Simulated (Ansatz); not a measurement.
# A hypothetical structure for YIn2Mo, part 2 of 2

This structure for YIn2Mo is made up. Its elements were placed in a known structure type with a cell scaled to their sizes. What cell does the guess relax to, and how far off was it?

Ansatz 0.2.0; DFT, PBE, plane-wave PAW, files of the set soft_1, scalar-relativistic, no spin, cell and ions relaxed at zero pressure; PAW set soft_1 (the session's first sound run).

So far: The starting structure; Relaxing cell and atoms.

**2. Relaxing cell and atoms (continued)**

The steps of the relaxation:

| step | energy less that of the first step (eV) | largest force component (eV/Å) | pressure (GPa) | volume (Å³) |
| --- | --- | --- | --- | --- |
| 1 | 0.0000 | 0.8575 | 1.63 | 186.73 |
| 2 | -0.3849 | 0.3856 | -0.62 | 187.58 |
| 3 | -0.4731 | 0.0772 | -0.32 | 187.31 |
| 4 | -0.4838 | 0.0231 | 0.29 | 186.06 |
| 5 | -0.4847 | 0.0139 | -0.05 | 186.88 |
| 6 | -0.4847 | 0.0019 | -0.01 | 186.77 |
| 7* | -0.4847 | 0.0021 | -0.01 | 186.77 |

Relaxation steps marked * repeat the geometry before them on a plane-wave basis chosen anew for their cell, so energy and pressure can jump there.

The run keeps the 8 symmetry operations that it works with, so distortions that break them were not tested.

| conventional cell, symmetrised | before | after | change |
| --- | --- | --- | --- |
| a (Å) | 4.399 | 4.180 | -5.0 % |
| b (Å) | 10.455 | 10.990 | +5.1 % |
| c (Å) | 8.120 | 8.130 | +0.1 % |
| volume (Å³/atom) | 23.34 | 23.35 | +0.0 % |

The atoms that moved most (Å, as changes of fractional coordinates times the final cell):

| atom | dx | dy | dz | length |
| --- | --- | --- | --- | --- |
| In1 | 0.000 | -0.154 | 0.016 | 0.155 |
| In3 | 0.000 | -0.154 | -0.016 | 0.155 |
| In2 | 0.000 | 0.154 | -0.016 | 0.155 |
| In4 | 0.000 | 0.154 | 0.016 | 0.155 |
| Y8 | 0.000 | -0.055 | 0.000 | 0.055 |
| Y7 | 0.000 | 0.055 | 0.000 | 0.055 |
| Mo6 | 0.000 | -0.048 | 0.000 | 0.048 |
| Mo5 | 0.000 | 0.048 | 0.000 | 0.048 |

Numbers from this step:

```
free energy             : -40000.4936 eV
energy at zero smearing : -40000.4603 eV
smearing term TS        : 0.06664 eV
Fermi energy            : 12.49 eV
electrons               : 102
symmetry operations     : 8
pressure                : -0.009918 GPa
```

Shortest distances by pair of elements, guess and relaxed (not always the same contact):

| pair | guess (Å) | relaxed (Å) |
| --- | --- | --- |
| In–Mo | 2.761 | 2.800 |
| Mo–Y | 3.009 | 3.059 |
| In–In | 3.117 | 3.077 |
| In–Y | 3.346 | 3.275 |
| Mo–Mo | 4.399 | 4.180 |

The relaxation ends with a largest force component of 0.0021 eV/Å and a pressure of -0.01 GPa.

**3. Electronic structure of the relaxed cell**

With the geometry fixed, one more self-consistent run, with a narrower smearing and the mesh shown in its input, gives the bands, and its pressure, and its forces where symmetry allows any, show how far the geometry depends on these settings.

This step: DFT, PBE, plane-wave PAW, files of the set soft_1, scalar-relativistic, no spin, bands and density of states at the relaxed cell; PAW set soft_1 (Ansatz 0.2.0).

The input, input.yaml:

```yaml
crystal:
  lattice:
    - [2.0902434231, -5.4951880838, 0.0]
    - [2.0902434231, 5.4951880838, 0.0]
    - [0.0, 0.0, 8.1301272917]
  atoms:
    - { symbol: In, position: [0.3640957011, 0.6359042989, 0.0454193569] }
    - { symbol: In, position: [0.6359042989, 0.3640957011, 0.9545806431] }
    - { symbol: In, position: [0.3640957011, 0.6359042989, 0.4545806431] }
    - { symbol: In, position: [0.6359042989, 0.3640957011, 0.5454193569] }
    - { symbol: Mo, position: [0.2124029813, 0.7875970187, 0.75] }
    - { symbol: Mo, position: [0.7875970187, 0.2124029813, 0.25] }
    - { symbol: "Y", position: [0.0659601717, 0.9340398283, 0.25] }
    - { symbol: "Y", position: [0.9340398283, 0.0659601717, 0.75] }
kpoints:
  mp_grid: { grid: [8, 8, 4] }
  band_path:
    path:
      - [[0.0, 0.0, 0.0], [0.28617167, 0.28617167, 0.0], [0.0, 0.5, 0.0], [0.0, 0.5, 0.5], [0.28617167, 0.28617167, 0.5], [0.0, 0.0, 0.5], [0.0, 0.0, 0.0], [-0.5, 0.5, 0.0], [-0.28617167, 0.71382833, 0.0], [-0.28617167, 0.71382833, 0.5], [-0.5, 0.5, 0.5], [-0.5, 0.5, 0.0]]
      - [[0.0, 0.0, 0.5], [-0.5, 0.5, 0.5]]
    npoints: 6
scf:
  occupations: { method: fermi_dirac, width: 0.03 }
  n_extra_bands: 12
hamiltonian:
  xc: pbe
  pseudopotentials: { kind: paw, azcp: { folder: soft_1 } }
output:
  forces: true
  stress: true
  write_bands: true
  dos: { projected: true }
  write_density: true
  write_potential: true
  elf: true
  volumetric_format: npy
```

The run is started by

```
ansatz run input.yaml --threads 4 --pin off --max-ram 10240MiB --backend cpu --events-out ev --progress --plain --runs-dir out
```

Numbers of over 12 decimals in the logs are rounded to 6 here.

The log of the run:

```text
[...]
Crystal: 8 atoms, lattice volume = 186.770 Å³
Basis set: ecut = 420 eV, 3623 PW (Γ), exchange–correlation on 80×80×120 points (8 copies of the dense FFT grid, shifted against one another)
Bands: 63, of which v1, the nominal top of the filled ones, is band 51 counted from 1 (50 counted from 0)
Symmetry: 8 space group operations
[...]
k-points: 63 of 256
[...]
SCF iter   1: F=—  HF=-40008.637441 eV  |F-HF|=—  |Δ(HF+E_count)|=         —  Δρ=1.16e-1  dr2=7.13e1  ethr=3.10e-3  ⟨swp⟩=6.2  Hψ=14053  notcnv=0
[...]
SCF iter  10: F=-40000.469806 eV  HF=-40000.469806 eV  |F-HF|=3.63e-8  |Δ(HF+E_count)|=   4.80e-8  Δρ=3.66e-6  dr2=4.75e-8  ethr=9.80e-11  ⟨swp⟩=16.3  Hψ=28536  notcnv=0
SCF 1 converged in 10 iterations: F = -40000.469806 eV  dr2 = 4.75e-8
[...]
NSCF: frozen V_eff on 74 k-points
SCF converged after 10 iterations
Free energy (F): -40000.469806 eV
[...]
Internal energy: -40000.442546 eV  (E = F + TS)
E sigma→0 (E₀):  -40000.456176 eV
Entropy (-TS):   -0.027260 eV (-3.407 meV/atom)
Fermi energy:    12.487480 eV
[...]
--- Forces (eV/Å), atoms counted from 1 ---
  atom   1  In    -0.00000000     0.01076324     0.01134283
  atom   2  In    -0.00000000    -0.01076324    -0.01134283
  atom   3  In    -0.00000000     0.01076324    -0.01134283
  atom   4  In     0.00000000    -0.01076324     0.01134283
  atom   5  Mo     0.00000000     0.00144310     0.00000000
  atom   6  Mo     0.00000000    -0.00144310     0.00000000
  atom   7  Y      0.00000000    -0.00685101     0.00000000
  atom   8  Y      0.00000000     0.00685101     0.00000000
  max |Σ_I F_I| component: 1.39e-17 eV/Å
--- Stress (GPa, compression-positive) ---
       -0.009878       0.000000       0.000000
        0.000000       0.011717       0.000000
        0.000000       0.000000      -0.052800
  P = ⅓ Tr σ = -0.0170 GPa (-0.170 kbar)
--- Band table (eV; the first three rows and the last of 63) ---
  k-point 0: bands = [... 47 lower, 12.1179, 12.1299, 12.4110, 12.6580, 12.8826, 13.0298, 13.1797, 13.7436, ... 8 higher]
  k-point 1: bands = [... 47 lower, 11.9150, 11.9263, 12.3016, 12.4930, 13.0059, 13.0909, 13.1227, 13.4870, ... 8 higher]
  k-point 2: bands = [... 47 lower, 11.5417, 12.0639, 12.0639, 12.7742, 12.7742, 13.1413, 13.1413, 13.4906, ... 8 higher]
  k-point 62: bands = [... 47 lower, 11.2663, 11.5236, 11.5236, 12.9407, 12.9407, 13.8517, 13.8517, 14.2313, ... 8 higher]
```

Wall time 22 s (4 threads of Arm Neoverse V1, shared host); peak memory 1.1 GiB.

This step gave:

- free energy: -40000.4698 eV
- energy at zero smearing: -40000.4562 eV
- smearing term TS: 0.02726 eV
- pressure: -0.01699 GPa

bands.tsv at the labelled points (eV, zero at the Fermi level; the bands that come nearest the Fermi level along the path):

```
point  band 47  band 48  band 49  band 50  band 51  band 52  band 53  band 54
    Γ    -0.60    -0.37    -0.36    -0.08     0.17     0.40     0.54     0.69
    X    -0.80    -0.76    -0.31    -0.28    -0.28     0.03     0.43     0.43
    S    -0.69    -0.62    -0.59    -0.54    -0.50     0.25     0.44     0.45
    R    -1.29    -1.29    -0.45    -0.45    -0.12    -0.12     0.42     0.42
    A    -1.02    -1.02    -0.77    -0.77     0.02     0.02     0.71     0.71
    Z    -0.95    -0.95    -0.42    -0.42     0.29     0.29     0.65     0.65
    Γ    -0.60    -0.37    -0.36    -0.08     0.17     0.40     0.54     0.69
    Y    -0.77    -0.77    -0.66    -0.17     0.18     0.38     0.94     0.97
   X1    -0.80    -0.76    -0.31    -0.28    -0.28     0.03     0.43     0.43
   A1    -1.02    -1.02    -0.77    -0.77     0.02     0.02     0.71     0.71
    T    -1.22    -1.22    -0.96    -0.96     0.45     0.45     1.36     1.36
    Y    -0.77    -0.77    -0.66    -0.17     0.18     0.38     0.94     0.97
    Z    -0.95    -0.95    -0.42    -0.42     0.29     0.29     0.65     0.65
    T    -1.22    -1.22    -0.96    -0.96     0.45     0.45     1.36     1.36
```

States per cell as run, both spins, in windows of 1 eV, from dos.tsv (zero at the Fermi level):

```csv
from,to,total
-8,-7,1.10
-7,-6,2.32
-6,-5,2.21
-5,-4,1.88
-4,-3,1.58
-3,-2,4.88
-2,-1,7.32
-1,0,8.52
0,1,7.13
1,2,3.73
2,3,7.33
```

Below -8 eV lie 72.1 more states.

ELF in the bc plane of the conventional cell at fractional x = 0.000, with atoms of In and Mo and Y within 0.2 Å of it. It is the smooth field of the valence electrons, not physical close to the nuclei.

Ten even steps from '_' (0.01) to '@' (0.83), each cell a mean:
```
::--======--::----::::..::::----::::..____..::::::::::::::....
..--====--::..::::--------------::::..____..::::::....________
..::==--::::--::::--==========----::::....::::--::..__::==++--
==..------++##**==::==****++--::----::::::----==--..::##@@@@%%
##::::--++########----++**==::..::--------==++++--::++@@@@%%@@
%%::::--++##++**##==--++**==::..::::------==++++--::**@@##**@@
**::::::==######**----****==::::::--::::----==++--..==@@@@@@@@
::..----::--++==--::==++++++------::::::::::--==--....++%%%%**
..::====::::::::::------======----::::....::::--::..__..::::..
..--====--::::::----::::::------::::..____..::::::::..........
::--====----::--::::..__..::------::..____..::::::::::----::::
......::::::::::::::______::::------::..::::::--::::--======::
__....____..::::::::______::::----------------::::::::==++==::
::==++--..__::----::::..::::::----========--::::--::::--==--..
**@@@@%%++..::====--::::::::--::::==++**++----++##**--::--::::
@@@@%%@@%%::::==++==--------::::::--++**==--++######**--::::==
@@%%**@@%%--::++++++==------::....--++**==--**##++####==::::++
%%@@@@@@##::::==++==--::::--::::::--++**++--==##%%##++----::--
==##%%**--..::----::::::::::------==++++++--::==++==::::--::..
..::::..____::--::::..__..::::----====------::::::..::--==--..
..__........::::::::______::::--------::::----::::::--==++==::
::::::----::::::::::______::::----::::....::::::::::--====--::
```
Columns run along b (11.0 Å), rows up along c (8.1 Å), edges of the conventional cell, whose origin can differ from the input's. Atoms in or near the plane, at fractional coordinates: In at (0.64, 0.55), In at (0.36, 0.45), In at (0.64, 0.95), In at (0.36, 0.05), Mo at (0.79, 0.25), Mo at (0.21, 0.75), Y at (0.93, 0.75), Y at (0.07, 0.25).

Electrostatic potential energy in the bc plane of the conventional cell at fractional x = 0.000, with atoms of In and Mo and Y within 0.2 Å of it. With pseudopotentials it is smooth inside the atoms' cores, unlike the true potential.

Values in eV, 12 rows by 16 columns, each cell a mean:
```
 15  16  15  13   8  -9  -7  10   7 -21 -25 -10  13  15  13  13
  9  14   5  -9   3  12  13  14  12  -6 -14   3  14  10  -6  -8
 -5  10 -23 -45 -25  12  15  15  15  13  12  14  14   0 -38 -41
 -2  11 -17 -42 -19  12  15  15  14  11   9  13  14   2 -33 -37
 11  15  10   2   8  10  11  14  10 -12 -21  -1  14  11   2   1
 15  16  15  14   5 -16 -15   7   7 -21 -25 -10  13  15  14  14
 13  12  14  14  -2 -25 -24   1  11  -3 -11   4  13  15  16  15
 -4  -9   7  14   8 -12 -10   9  14  14  13   7  -8   1  13  11
-36 -42 -10  13  15  12  13  14  15  15  14 -13 -45 -33   7   3
-31 -38  -6  13  14   9  10  14  15  15  14  -8 -41 -27   8   5
  4   0  10  14   5 -18 -17   7  14  12  10   9   2   7  14  13
 14  14  15  14  -2 -25 -24   1  10 -10 -18   0  13  15  16  15
```
Columns run along b (11.0 Å; values clipped at the 3rd and 97th percentile), rows up along c (8.1 Å), edges of the conventional cell, whose origin can differ from the input's. Atoms in or near the plane, at fractional coordinates: In at (0.64, 0.55), In at (0.36, 0.45), In at (0.64, 0.95), In at (0.36, 0.05), Mo at (0.79, 0.25), Mo at (0.21, 0.75), Y at (0.93, 0.75), Y at (0.07, 0.25).

Valence density in the bc plane of the conventional cell at fractional x = 0.000, with atoms of In and Mo and Y within 0.2 Å of it. It is the smooth field of the valence electrons, not physical close to the nuclei.

Values in units of 1e0 e/Å³, 12 rows by 16 columns, each cell a mean:
```
0.1 0.1 0.1 0.1 0.3 1.4 1.2 0.2 0.3 4.1 8.0 1.6 0.1 0.1 0.1 0.1
0.2 0.2 0.4 1.1 0.5 0.2 0.2 0.1 0.2 1.1 2.1 0.5 0.1 0.1 0.7 0.8
0.7 0.3 2.3 6.0 2.5 0.3 0.1 0.1 0.1 0.2 0.2 0.2 0.1 0.5 2.8 3.0
0.5 0.2 1.8 4.9 2.0 0.2 0.1 0.1 0.1 0.2 0.3 0.2 0.1 0.4 2.4 2.6
0.1 0.1 0.3 0.5 0.3 0.3 0.2 0.1 0.2 1.8 3.7 0.8 0.1 0.1 0.3 0.4
0.1 0.1 0.1 0.1 0.4 2.6 2.3 0.3 0.3 4.0 7.8 1.6 0.1 0.1 0.1 0.1
0.1 0.1 0.1 0.1 0.8 6.7 6.0 0.5 0.2 0.9 1.7 0.4 0.2 0.1 0.1 0.1
0.6 0.8 0.2 0.1 0.3 1.8 1.5 0.2 0.1 0.2 0.2 0.4 1.0 0.6 0.2 0.1
2.6 3.1 0.9 0.1 0.2 0.2 0.2 0.1 0.1 0.1 0.2 1.5 5.8 3.5 0.4 0.4
2.2 2.8 0.7 0.1 0.2 0.3 0.2 0.1 0.1 0.1 0.2 1.2 4.7 2.8 0.3 0.3
0.3 0.4 0.1 0.1 0.4 3.1 2.7 0.3 0.1 0.2 0.3 0.3 0.5 0.3 0.2 0.1
0.1 0.1 0.1 0.1 0.7 6.6 5.8 0.5 0.2 1.6 3.1 0.7 0.1 0.1 0.1 0.1
```
Columns run along b (11.0 Å), rows up along c (8.1 Å), edges of the conventional cell, whose origin can differ from the input's. Atoms in or near the plane, at fractional coordinates: In at (0.64, 0.55), In at (0.36, 0.45), In at (0.64, 0.95), In at (0.36, 0.05), Mo at (0.79, 0.25), Mo at (0.21, 0.75), Y at (0.93, 0.75), Y at (0.07, 0.25).

**4. What came out**

```
space group, relaxed : Cmcm
conventional cell    : a = 4.180, b = 10.990, c = 8.130 Å; α = 90.0°, β = 90.0°, γ = 90.0°
volume per atom      : 23.35 Å³ (guess 23.34)
```

In words: YIn2Mo relaxes to Cmcm with a = 4.180, b = 10.990 and c = 8.130 Å. The guessed volume was near the relaxed one. The space group Cmcm was held in the relaxation, so the end point is a stationary structure within it and may be a saddle against distortions or other arrangements. Bands cross the Fermi level, so it is a metal or semimetal at this level. On the 8×8×4 mesh with the narrower smearing (relaxed on 7×7×4) the largest force component is 0.011 eV/Å and the largest stress component is 0.053 GPa, against the relaxation's thresholds of 0.015 eV/Å and 0.05 GPa. The cutoff wasn't tested. No dispersion term is used, so weakly bound directions may come out too long. The runs have no spin, and magnetism wasn't tested. Nothing here tests whether the compound is stable against decomposition.

[Logs are printed without paths, hosts, clocks, repeated set-up lines and the standing remarks that a program may print on its own settings, such as how far it seeks lower states.]

[Hosts, paths, dates, database ids (printed as entryN), source tags and the programs' standing remarks are cut or masked in the printed files.]
